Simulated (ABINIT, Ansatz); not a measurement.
# A GW chain in ABINIT: ZrSe3 (P2_1/m), part 2 of 2

Wanted: ground state, empty states, screening and self-energy for ZrSe3 (P2_1/m).

ABINIT 10.8.3; LDA and many-body steps on it, plane waves. Known limits of the many-body steps: not at the basis limit; no spin-orbit coupling; coarse k mesh.

So far. Step 2 (Ground state): The gap is indirect, with the least direct gap 0.27 eV higher. Step 3 (Empty states on the mesh, 2×4×1 mesh, 430 bands): On this mesh the gap is 0.292 eV.

## 4. Screening, 2×4×1 mesh, 392 bands, screening to 176.9 eV

The RPA dielectric matrix is built and inverted for each q.

This step: RPA screening on LDA, plane waves, norm-conserving pseudopotentials.

Input file run.abi:

```
acell 3*1.0 Angstrom
rprim 
  5.410900000000 -0.000000000000 -0.000000000000
  -0.000000000000 3.748800000000 0.000000000000
  -1.229420909100 0.000000000000 9.363634990100
ntypat 2
znucl 40 34
natom 8
typat 1 1 2 2 2 2 2 2
xred 
  0.285000000000 0.250000000000 0.656000000000
  0.715000000000 0.750000000000 0.344000000000
  0.762000000000 0.250000000000 0.554000000000
  0.238000000000 0.750000000000 0.446000000000
  0.456000000000 0.250000000000 0.174000000000
  0.544000000000 0.750000000000 0.826000000000
  0.888000000000 0.250000000000 0.169000000000
  0.112000000000 0.750000000000 0.831000000000
pp_dirpath "pseudos"
pseudos "Zr.upf, Se.upf"
ecut 48
ngkpt 2 4 1
nshiftk 1
shiftk 0 0 0
kptopt 1
chksymbreak 0
istwfk *1
occopt 1
irdwfk 1
optdriver 3
nband 392
ecuteps 6.5
inclvkb 2
awtr 1
symchi 1
indata_prefix "in"
outdata_prefix "out"
tmpdata_prefix "tmp"
```

Command:

```sh
$ OMP_NUM_THREADS=1 mpirun -n 16 abinit run.abi > log
```

Numbers of over 12 decimals in the logs are rounded to 6 here.

The log of the run:

```text
.Version 10.8.3 of ABINIT. v10.8.2 released Aug 2026.

 Symmetries : space group P2_1/m (# 11); Bravais mP (primitive monocl.)
[... echo of the input left out ...]
== DATASET  1 ==================================================================
-   mpi_nproc: 16, omp_nthreads: 1 (-1 if OMP is not activated)

--- !DatasetInfo
iteration_state: {dtset: 1, }
dimensions: {natom: 8, nkpt: 6, mband: 392, nsppol: 1, nspinor: 1, nspden: 1, mpw: 20400, }
cutoff_energies: {ecut:  48.0, pawecutdg:  -1.0, }
electrons: {nelect:   1.68000000E+02, charge:   0.00000000E+00, occopt:   1.00000000E+00, tsmear:   1.00000000E-02, }

 SCREENING: Calculation of the susceptibility and dielectric matrices

 Based on a program developped by R.W. Godby, V. Olevano, G. Onida, and L. Reining.
 Incorporated in ABINIT by V. Olevano, G.-M. Rignanese, and M. Torrent.
.Using double precision arithmetic ; gwpc =  8

[... cell and pseudopotentials left out ...]
--------------------------------------------------------------------------------

 ==== K-mesh for the wavefunctions ====
 Number of points in the irreducible wedge :     6
[... list of points left out ...]
 Together with  4 symmetry operations and time-reversal symmetry
 yields     8 points in the full Brillouin Zone.

 ==== Q-mesh for the screening function ====
 Number of points in the irreducible wedge :     6
[... list of points left out ...]
 Together with  4 symmetry operations and time-reversal symmetry
 yields     8 points in the full Brillouin Zone.

 setmesh: FFT mesh size selected  =    45x   32x   75
          total number of points  =       108000

 vcoul_init : cutoff-mode = AUXILIARY_FUNCTION
 q-points for optical limit:   1
     1)      0.000010    0.000020    0.000030

- screening: taking advantage of time-reversal symmetry
- Maximum band index for partially occupied states nbvw = 84
- Remaining bands to be divided among processors   nbcw = 308
- Number of bands treated by each node ~19

 Number of electrons calculated from density =  168.0000; Expected =  168.0000
 average of density, n =  0.131071
 r_s =    1.2212
 omega_plasma =   34.9228 [eV]

 calculating chi0 at frequencies [eV] :
  1    0.000000E+00    0.000000E+00
  2    0.000000E+00    3.492278E+01

--------------------------------------------------------------------------------
  q-point number  1        q = ( 0.000000, 0.000000, 0.000000) [r.l.u.]
--------------------------------------------------------------------------------
[... chi0 elements left out ...]
 For q-point:  0.000010 0.000020 0.000030
  dielectric constant =  17.0383
  dielectric constant without local fields =  19.7580

  Average fulfillment of the sum rule on Im[epsilon] for q-point    1 :     41.37  [%]
[... wings left out ...]
  q-point number  2        q = ( 0.500000, 0.000000, 0.000000) [r.l.u.]
--------------------------------------------------------------------------------
[... chi0 elements left out ...]
  Average fulfillment of the sum rule on Im[epsilon] for q-point    2 :     42.48  [%]

 [... 4 further q-points ...]
```

Wall time 8.3 min (16 MPI ranks of Arm Neoverse V2, shared host); peak memory 24 GiB; 2.2 h of CPU time.

Numbers from this step:

```yaml
eps_infinity_with_local_fields_on_this_mesh_along_the_program_s_q_direction: 17.04
the_same_without_local_fields: 19.76
plasma_frequency: 34.92 eV
plane_waves_in_the_screening_matrix: 985
```

Local fields lower ε∞ by 14 %. On a Γ-centred mesh this coarse the value itself is usually too large, while a short band sum pulls it down.

## 5. Self-energy, 2×4×1 mesh, 392 bands, screening to 176.9 eV

The self-energy is evaluated for the states that the input lists, and the levels follow from it, in one-shot runs by the linearised quasiparticle equation.

This step: G0W0 on LDA, plane waves, norm-conserving pseudopotentials.

Changes to run.abi since step 4:

```diff
@@ -29,8 +29,17 @@
 irdwfk 1
-optdriver 3
+optdriver 4
 nband 392
+gwcalctyp 0
+ecutsigx 48
+symsigma 1
+nkptgw 2
+kptgw 
+  0.0000000000 0.0000000000 0.0000000000
+  0.5000000000 0.0000000000 0.0000000000
+bdgw 
+  83 86
+  83 86
 ecuteps 6.5
-inclvkb 2
-awtr 1
-symchi 1
+irdscr 1
+ppmodel 1
 indata_prefix "in"
@@ -38 +47,2 @@
 tmpdata_prefix "tmp"
+gwmem 10
```

The log of the run:

```text
.Version 10.8.3 of ABINIT. v10.8.2 released Aug 2026.

 Symmetries : space group P2_1/m (# 11); Bravais mP (primitive monocl.)
[... echo of the input left out ...]
== DATASET  1 ==================================================================
-   mpi_nproc: 16, omp_nthreads: 1 (-1 if OMP is not activated)

--- !DatasetInfo
iteration_state: {dtset: 1, }
dimensions: {natom: 8, nkpt: 6, mband: 392, nsppol: 1, nspinor: 1, nspden: 1, mpw: 20400, }
cutoff_energies: {ecut:  48.0, pawecutdg:  -1.0, }
electrons: {nelect:   1.68000000E+02, charge:   0.00000000E+00, occopt:   1.00000000E+00, tsmear:   1.00000000E-02, }

 SIGMA: Calculation of the GW corrections

 Based on a program developped by R.W. Godby, V. Olevano, G. Onida, and L. Reining.
 Incorporated in ABINIT by V. Olevano, G.-M. Rignanese, and M. Torrent.
.Using double precision arithmetic ; gwpc =  8

[... cell and pseudopotentials left out ...]
--------------------------------------------------------------------------------

 ==== K-mesh for the wavefunctions ====
 Number of points in the irreducible wedge :     6
[... list of points left out ...]
 Together with  4 symmetry operations and time-reversal symmetry
 yields     8 points in the full Brillouin Zone.

 ==== Q-mesh for screening function ====
 Number of points in the irreducible wedge :     6
[... list of points left out ...]
 Together with  4 symmetry operations and time-reversal symmetry
 yields     8 points in the full Brillouin Zone.

 vcoul_init : cutoff-mode = AUXILIARY_FUNCTION
 q-points for optical limit:   1
     1)      0.000010    0.000020    0.000030
 setmesh: FFT mesh size selected  =    72x   48x  120
          total number of points  =       414720

 Number of electrons calculated from density =  168.0000; Expected =  168.0000
 average of density, n =  0.131071
 r_s =    1.2212
 omega_plasma =   34.9228 [eV]

 === KS Band Gaps ===
  >>>> For spin  1
   Minimum direct gap =   0.5953 [eV], located at k-point      :   0.5000  0.0000  0.0000
   Fundamental gap    =   0.2918 [eV], Top of valence bands at :   0.0000  0.0000  0.0000
                                       Bottom of conduction at :   0.5000  0.0000  0.0000
 SIGMA fundamental parameters:
 PLASMON POLE MODEL  1
 number of plane-waves for SigmaX                20343
 number of plane-waves for SigmaC and W            985
 number of plane-waves for wavefunctions         20343
 number of bands                                   392
 number of independent spin polarizations            1
 number of spinorial components                      1
 number of k-points in IBZ                           6
 number of q-points in IBZ                           6
 number of symmetry operations                       4
 number of k-points in BZ                            8
 number of q-points in BZ                            8
 number of frequencies for dSigma/dE                 9
 frequency step for dSigma/dE [eV]                0.25
 number of omega for Sigma on real axis              0
 max omega for Sigma on real axis  [eV]           0.00
 zcut for avoiding poles [eV]                     0.10

 EPSILON^-1 parameters (SCR file):
 dimension of the eps^-1 matrix on file            985
 dimension of the eps^-1 matrix used               985
 number of plane-waves for wavefunctions         20343
 number of bands                                   392
 number of q-points in IBZ                           6
 number of frequencies                               2
 number of real frequencies                          1
 number of imag frequencies                          1

 matrix elements of self-energy operator (all in [eV])

 Perturbative Calculation

--- !SelfEnergy_ee
iteration_state: {dtset: 1, }
kpoint     : [   0.000,    0.000,    0.000, ]
spin       : 1
KS_gap     :    0.626
QP_gap     :    1.079
Delta_QP_KS:    0.453
data: !SigmaeeData |
     Band     E0 <VxcDFT>   SigX SigC(E0)      Z dSigC/dE  Sig(E)    E-E0       E
       83   6.127 -15.080 -16.276   1.328   0.791  -0.264 -14.976   0.104   6.231
       84   6.253 -15.341 -16.921   1.708   0.792  -0.262 -15.240   0.101   6.354
       85   6.879 -13.260  -8.379  -4.184   0.795  -0.258 -12.706   0.554   7.433
       86   7.247 -13.681  -8.102  -4.753   0.790  -0.266 -13.028   0.653   7.900

--- !SelfEnergy_ee
iteration_state: {dtset: 1, }
kpoint     : [   0.500,    0.000,    0.000, ]
spin       : 1
KS_gap     :    0.595
QP_gap     :    1.209
Delta_QP_KS:    0.613
data: !SigmaeeData |
     Band     E0 <VxcDFT>   SigX SigC(E0)      Z dSigC/dE  Sig(E)    E-E0       E
       83   5.878 -15.025 -16.693   1.702   0.791  -0.263 -14.998   0.026   5.904
       84   5.949 -15.079 -16.666   1.627   0.791  -0.264 -15.047   0.032   5.981
       85   6.545 -14.133 -10.081  -3.236   0.791  -0.264 -13.488   0.645   7.190
       86   6.885 -14.406 -10.124  -3.385   0.790  -0.265 -13.697   0.709   7.594

== END DATASET(S) ==============================================================
================================================================================

 -outvars: echo values of variables after computation  --------
           etotal      0.0000000000E+00
            nband         392
             nkpt           6
          spgroup          11
 [... the other variables as echoed above ...]

 Calculation completed.
```

The job ended after 56 s (16 MPI ranks; peak memory 8.8 GiB).

Numbers from this step:

```yaml
g0w0_gap_on_the_points_computed: 0.8360 eV
starting_gap_on_the_mesh: 0.2917 eV
k_of_the_valence_top: 0, 0, 0
k_of_the_conduction_bottom: 0.5, 0, 0
z_at_the_valence_top: 0.792
z_at_the_conduction_bottom: 0.791
least_direct_g0w0_gap_on_the_computed_points: 1.079 eV
```

The gap on the mesh goes from 0.29 eV to 0.84 eV, a correction of +0.54 eV.

Limits: finite bands, cutoff and mesh; no spin-orbit coupling; coarse k mesh. v1 is the top filled band, c1 the lowest empty one. Levels before and after the correction, in eV, zero at the valence-band top of each column:

```
           conduction bottom  valence top
Kohn-Sham               0.29         0.00
     G0W0               0.84         0.00
```

```
                  level  energy (eV)
Kohn-Sham          Γ v2       -0.126
Kohn-Sham          Γ v1        0.000
Kohn-Sham          Γ c1        0.626
Kohn-Sham          Γ c2        0.994
Kohn-Sham  (0.5 0 0) v2       -0.375
Kohn-Sham  (0.5 0 0) v1       -0.303
Kohn-Sham  (0.5 0 0) c1        0.292
Kohn-Sham  (0.5 0 0) c2        0.632
     G0W0          Γ v2       -0.123
     G0W0          Γ v1        0.000
     G0W0          Γ c1        1.079
     G0W0          Γ c2        1.546
     G0W0  (0.5 0 0) v2       -0.450
     G0W0  (0.5 0 0) v1       -0.373
     G0W0  (0.5 0 0) c1        0.836
     G0W0  (0.5 0 0) c2        1.240
```

## 6. Where the time went

Times are wall times on the hardware named with each run, good to a factor of about two.

```
                    step     time  share  memory (GiB)
            ground state  4.3 min   22 %           2.8
empty states on the mesh    6 min   31 %           1.7
               screening  8.3 min   42 %            24
             self-energy     56 s    5 %           8.8
```

## 7. Summary of results

```yaml
lda_gap: 0.29 eV, indirect
g0w0_gap_on_the_mesh: 0.84 eV
gw_settings: 2×4×1 mesh, 392 bands, screening to 176.9 eV, Godby-Needs plasmon pole
known_limits: not at the basis limit; no spin-orbit coupling; coarse k mesh
```

G0W0 moves the gap on the mesh from 0.29 eV to 0.84 eV (+0.54 eV), with Z of 0.79 and 0.79 at the edges. Local fields lower the RPA ε∞ on this mesh from 19.76 to 17.04; a Γ-centred mesh this coarse tends to raise both, most where the direct gap is narrow, while a short band sum lowers them. Only 2 of the mesh's irreducible points were corrected, so a valley elsewhere could overtake. Bands and cutoff are finite, so the gap is not at the basis limit. The miss can reach some tenths of an eV and take either sign; the mesh is an error of its own. In the G0W0 run levels were corrected at 2 k points alone, so a gap called «on the mesh» is the least over those, and an edge elsewhere would be missed. The 2×4×1 mesh is coarse for this cell, which bears on the long-range parts of exchange and screening. The many-body steps are scalar-relativistic: spin-orbit coupling is not in them.

[Paths, hosts, dates, memory and timing lines, banners, echoed tables and standing remarks are left out of the program output.]

[Logs are printed without paths, hosts, clocks, repeated set-up lines and the standing remarks that a program may print on its own settings, such as how far it seeks lower states.]

[Runs of the session that timed out or met a known fault of the program may be left out.]

[Hosts, paths, dates, database ids (printed as entryN), source tags and the programs' standing remarks are cut or masked in the printed files.]

[G0W0 gaps are taken among the corrected bands and points alone; a level outside them can change the order at an edge.]

[Where Ansatz stands beside ABINIT at settings called matched, ABINIT's density can come from a denser mesh and the files from another edition; pairs whose starting gaps differed by over 0.03 eV were left out, so agreement reads better than it is.]
